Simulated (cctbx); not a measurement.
# Which space group?

Cell: a = 7.7950 Å, b = 7.7950 Å, c = 13.9050 Å, α = 90.00°, β = 90.00°, γ = 90.00°. Expected content of the cell: Ce16 Sb4 Pd8 Y4.

Simulated single-crystal data (cctbx): Mo Kα, λ = 0.71073 Å, to d = 0.6 Å, 80 % of the full sphere, strongest reflection 5000 counts, noise from counting, a 2 % proportional error and a noise floor of 8 counts (s.d.); no absorption.

Tests on the unmerged data give:

```text
13133 reflections to d = 0.600 A
centring   violations  <I/sigma> of those
    A       1811 of  6531      3.7
    B       1799 of  6549      3.7
    C       1674 of  6612      3.3
    I          0 of  6573      0.0
    R       2516 of  8771      3.8
    F       2642 of  9846      3.6
Laue class    unique    Rint  (classes that these axes allow; Friedel mates merged)
I 1 2/m 1        2155   0.055
I 1 1 2/m        2106   0.055
I 2/m 1 1        2154   0.055
I m m m          1178   0.061
I 4/m            1063   0.061
I 4/m m m         636   0.064
space group    extra absences  I>4sigma  <I/sigma>
I 4 2 2                 0          0         -  acentric
I 4 m m                 0          0         -  acentric
I 4 c m               380          0       0.1  acentric
I -4 m 2                0          0         -  acentric
I -4 c 2              380          0       0.1  acentric
I -4 2 m                0          0         -  acentric
I 4/m m m               0          0         -  centric
I 4/m c m             380          0       0.1  centric
Wilson B = 0.40 A^2   <|E^2-1|> = 0.847 (0.968 centric, 0.736 acentric)   E^2>4: 2.7 %
shell (A)         n   <I/sigma>
 6.95 - 1.20     98     28.5
 1.20 - 0.95     81     26.7
 0.95 - 0.83     78     24.9
 0.83 - 0.76     82     23.9
 0.76 - 0.70     72     20.3
 0.70 - 0.66     78     18.0
 0.66 - 0.63     73     17.8
 0.63 - 0.60     74     15.8
```

Q: Read the symmetry from these tables.

The reflections that I centring forbids are absent (⟨I/σ⟩ near 0), so the lattice is I.

Rint stays low (0.055 to 0.064) up to I 4/m m m, the highest class in these axes.

8 settings pass the absence test. The most absences obeyed, 380, belong to I 4 c m, I -4 c 2 and I 4/m c m, which absences can't tell apart.

⟨|E²−1|⟩ = 0.847 lies between the two ideal values. The Wilson B of 0.40 Å² means U ≈ 0.0051 Å².

The true group is I4/mcm (no. 140), Laue class 4/mmm, centrosymmetric. The tables only narrow the choice to the tied entries; cell content, site symmetry and trial solutions must settle it.

The model is made up (kin elements in a known structure type, no relaxation), so it says nothing on whether the phase exists.

[Logs are printed without paths, hosts, clocks, repeated set-up lines and the standing remarks that a program may print on its own settings, such as how far it seeks lower states.]
